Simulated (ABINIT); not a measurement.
## CsAuBr3 (I4/mmm): a self-consistent loop beyond G0W0, cycle by cycle

How far does self-consistency move the gap of CsAuBr3 (I4/mmm)?

Calculated with ABINIT 10.8.3; LDA and many-body steps on it, plane waves.

Most raw output is cut from this account.

### 1. Starting point

Symmetry: I4/mmm, No. 139, tetragonal system. Conventional cell: a = 7.759 Å, b = 7.759 Å, c = 11.308 Å, α = 90.00°, β = 90.00°, γ = 90.00°. Nearest to Cs lie 12 Br at 3.90 to 3.95 Å. Nearest to Au lie 4 Br at 2.44 Å. Nearest to Au lie 6 Br at 2.40 to 3.05 Å. Nearest to Br lie 2 Au at 2.44 to 3.05 Å and 4 Cs at 3.95 Å. Nearest to Br lie 2 Au at 2.40 to 3.25 Å and 4 Cs at 3.90 Å. Farther neighbours and most contacts between anions are not listed.

The cell and positions come from the Crystallography Open Database and are kept as given unless a step says otherwise. Spin-orbit coupling is left out unless a step names it.

### 2. Empty states on the mesh, 2×2×2 mesh, 255 bands

This step: ABINIT 10.8.3; DFT, LDA, plane waves, norm-conserving pseudopotentials.

The sums over transitions need many empty states on a uniform mesh; this step solves for them.

Input file run.abi:

```
acell 3*1.0 Angstrom
rprim 
  -3.879600000000 3.879600000000 5.653950000000
  3.879600000000 -3.879600000000 5.653950000000
  3.879600000000 3.879600000000 -5.653950000000
ntypat 3
znucl 55 79 35
natom 10
typat 1 1 2 2 3 3 3 3 3 3
xred 
  0.750000000000 0.250000000000 0.500000000000
  0.250000000000 0.750000000000 0.500000000000
  0.000000000000 0.000000000000 0.000000000000
  0.500000000000 0.500000000000 0.000000000000
  0.222000000000 0.222000000000 0.444000000000
  0.222000000000 0.778000000000 0.000000000000
  0.778000000000 0.778000000000 0.556000000000
  0.778000000000 0.222000000000 0.000000000000
  0.712200000000 0.712200000000 0.000000000000
  0.287800000000 0.287800000000 0.000000000000
pp_dirpath "pseudos"
pseudos "Cs.upf, Au.upf, Br.upf"
ecut 28
ngkpt 2 2 2
nshiftk 1
shiftk 0 0 0
kptopt 1
chksymbreak 0
iscf -2
irdden 1
istwfk *1
nband 255
nbdbuf 22
tolwfr 1e-09
nstep 60
prtvol 0
indata_prefix "in"
outdata_prefix "out"
tmpdata_prefix "tmp"
```

Launch:

```console
> OMP_NUM_THREADS=1 mpirun -n 4 abinit run.abi > log
```

Wall time 5.2 min (4 MPI ranks of Arm Neoverse V1, shared host); peak memory 0.72 GiB.

Numbers from this step:

```yaml
gap: 0.9502 eV
k_of_the_valence_top: 0.5, 0, 0
k_of_the_conduction_bottom: 0.5, 0, 0
least_direct_gap: 0.9502 eV
k_points_computed: 4
lowest_point_of_the_top_converged_band_above_the_valence_top: 33.70 eV
```

On this mesh the gap is 0.950 eV.

The density comes from a self-consistent run that is not shown.

### 3. Screening, 2×2×2 mesh, 233 bands, screening to 89.8 eV

The RPA dielectric matrix is built and inverted for each q.

This step: RPA screening on LDA, plane waves, norm-conserving pseudopotentials.

run.abi, as its differences from that of step 2:

```diff
@@ -28,10 +28,11 @@
 chksymbreak 0
-iscf -2
-irdden 1
 istwfk *1
-nband 255
-nbdbuf 22
-tolwfr 1e-09
-nstep 60
-prtvol 0
+occopt 1
+irdwfk 1
+optdriver 3
+nband 233
+ecuteps 3.3
+inclvkb 2
+awtr 1
+symchi 1
 indata_prefix "in"
```

It took 9.2 min on 4 MPI ranks; peak memory 11 GiB; 37 min of CPU time.

This step gave:

```yaml
eps_infinity_with_local_fields_on_this_mesh_along_the_program_s_q_direction: 21.26
the_same_without_local_fields: 25.75
plasma_frequency: 19.92 eV
plane_waves_in_the_screening_matrix: 641
```

Local fields lower ε∞ by 17 %. On a Γ-centred mesh this coarse the value itself is usually too large, while a short band sum pulls it down.

### 4. G0W0

The self-energy is evaluated for the states that the input lists, and the levels follow from it, in one-shot runs by the linearised quasiparticle equation.

This step: G0W0 on LDA, plane waves, norm-conserving pseudopotentials.

run.abi, as its differences from that of step 3:

```diff
@@ -31,8 +31,17 @@
 irdwfk 1
-optdriver 3
+optdriver 4
 nband 233
+gwcalctyp 0
+ecutsigx 28
+symsigma 1
+nkptgw 2
+kptgw 
+  0.5000000000 0.0000000000 0.0000000000
+  0.0000000000 0.0000000000 0.0000000000
+bdgw 
+  48 51
+  48 51
 ecuteps 3.3
-inclvkb 2
-awtr 1
-symchi 1
+irdscr 1
+ppmodel 1
 indata_prefix "in"
```

Wall time 87 s (4 MPI ranks); peak memory 8.3 GiB; 5.8 min of CPU time.

This step gave:

| Property | Result |
| --- | --- |
| G0W0 gap on the points computed | 1.696 eV |
| starting gap on the mesh | 0.9502 eV |
| k of the valence top | 0.5, 0, 0 |
| k of the conduction bottom | 0.5, 0, 0 |
| Z at the valence top | 0.779 |
| Z at the conduction bottom | 0.783 |
| least direct G0W0 gap on the computed points | 1.696 eV |

The gap on the mesh goes from 0.95 eV to 1.70 eV, a correction of +0.75 eV.

### 5. evGW0, cycle 1

This step: evGW0 on LDA, plane waves, norm-conserving pseudopotentials.

run.abi, as its differences from that of step 4:

```diff
@@ -33,12 +33,16 @@
 nband 233
-gwcalctyp 0
+gwcalctyp 10
 ecutsigx 28
 symsigma 1
-nkptgw 2
+nkptgw 4
 kptgw 
+  0.0000000000 0.0000000000 0.0000000000
   0.5000000000 0.0000000000 0.0000000000
-  0.0000000000 0.0000000000 0.0000000000
+  0.5000000000 0.5000000000 0.0000000000
+  0.5000000000 0.5000000000 0.5000000000
 bdgw 
-  48 51
-  48 51
+  17 66
+  17 66
+  17 66
+  17 66
 ecuteps 3.3
@@ -49 +53,2 @@
 tmpdata_prefix "tmp"
+gwmem 00
```

Launch:

```console
> OMP_NUM_THREADS=2 mpirun -n 2 abinit run.abi > log
```

Run time: 48 min. Hardware: 2 MPI ranks; peak memory 3.7 GiB.

Numbers from this step:

| Property | Result |
| --- | --- |
| quasiparticle gap on the mesh | 1.9 eV |
| gap of the density functional on the mesh | 0.9502 eV |
| k of the valence top | 0.5, 0, 0 |
| k of the conduction bottom | 0.5, 0, 0 |
| Z at the valence top | 0.779 |
| Z at the conduction bottom | 0.783 |
| least direct quasiparticle gap on the computed points | 1.9 eV |

Against G0W0 in ABINIT (2×2×2 mesh, 233 bands, screening to 89.8 eV, Godby-Needs plasmon pole), the gap moves by +0.204 eV. This first cycle still uses the starting levels; it takes the full correction, at all points of the mesh, and its linearised value is 1.696 eV.

### 6. evGW0, cycle 2

The corrected levels of the last cycle go back in.

run.abi, as its differences from that of step 5:

```diff
@@ -50,2 +50,3 @@
 ppmodel 1
+irdqps 1
 indata_prefix "in"
```

Launch:

```console
> OMP_NUM_THREADS=1 mpirun -n 4 abinit run.abi > log
```

Run time: 32 min. Hardware: 4 MPI ranks; peak memory 7.2 GiB.

This step gave:

| Property | Result |
| --- | --- |
| quasiparticle gap on the mesh | 1.768 eV |
| gap of the density functional on the mesh | 0.9502 eV |
| k of the valence top | 0.5, 0, 0 |
| k of the conduction bottom | 0.5, 0, 0 |
| least direct quasiparticle gap on the computed points | 1.768 eV |

Against the cycle before, the gap moves by −0.132 eV.

### 7. evGW0, cycle 3

run.abi is that of step 6.

It took 32 min on 4 MPI ranks; peak memory 7.1 GiB; 2.1 h of CPU time.

This step gave:

| Property | Result |
| --- | --- |
| quasiparticle gap on the mesh | 1.785 eV |
| gap of the density functional on the mesh | 0.9502 eV |
| k of the valence top | 0.5, 0, 0 |
| k of the conduction bottom | 0.5, 0, 0 |
| least direct quasiparticle gap on the computed points | 1.785 eV |

Against the cycle before, the gap moves by +0.017 eV.

### 8. The runs together

Times are wall times on the hardware named with each run, good to a factor of about two. A run's time includes the screening step that it read.

```csv
run,mesh,bands,screening cutoff (eV),DFT gap (eV),gap on the mesh (eV),direct (eV),ε∞ used,time
G0W0,2×2×2,233,89.8,0.950,1.696,1.696,21.26,11 min
"evGW0, cycle 1",2×2×2,233,89.8,0.950,1.900,1.900,21.26,57 min
"evGW0, cycle 2",2×2×2,233,89.8,0.950,1.768,1.768,21.26,41 min
"evGW0, cycle 3",2×2×2,233,89.8,0.950,1.785,1.785,21.26,41 min
```

### 9. Outcome

```json
{
  "G0W0": "1.696 eV",
  "evGW0, cycle 1": "1.900 eV",
  "evGW0, cycle 2": "1.768 eV",
  "evGW0, cycle 3": "1.785 eV",
  "known limits": "not at the basis limit; d shell near the gap, gap tends to lie low; no spin-orbit coupling; coarse k mesh"
}
```

In words: Only the bands that the input lists are updated; the others, empty or deep, keep the functional's energies or take a rigid shift. evGW0 ends at 1.78 eV, +0.09 eV from G0W0, after 3 cycles that took 1.9 h beside the first screening; the last moved the gap by 0.017 eV. The first cycle of evGW0 takes the full correction, without the factor Z, so it overshoots the one-shot value. Bands and cutoff are finite, so the gap is not at the basis limit. The miss can reach some tenths of an eV and take either sign; the mesh is an error of its own. A denser mesh or path gives a starting gap of 0.88 eV: the GW mesh misses a band edge, so its gaps are not the fundamental one. The 2×2×2 mesh is coarse for this cell, which bears on the long-range parts of exchange and screening. A d shell, filled or nearly so, lies near the gap. One-shot GW converges very slowly in bands there, not always from below, and on a semilocal start the gap tends to come out low; starts rich in exact exchange can overshoot instead. The many-body steps are scalar-relativistic: spin-orbit coupling is not in them.

[Paths, hosts, dates, memory and timing lines, banners, echoed tables and standing remarks are left out of the program output.]

[Logs are printed without paths, hosts, clocks, repeated set-up lines and the standing remarks that a program may print on its own settings, such as how far it seeks lower states.]

[Runs of the session that timed out or met a known fault of the program may be left out.]

[Hosts, paths, dates, database ids (printed as entryN), source tags and the programs' standing remarks are cut or masked in the printed files.]

[G0W0 gaps are taken among the corrected bands and points alone; a level outside them can change the order at an edge.]

[Where Ansatz stands beside ABINIT at settings called matched, ABINIT's density can come from a denser mesh and the files from another edition; pairs whose starting gaps differed by over 0.03 eV were left out, so agreement reads better than it is.]
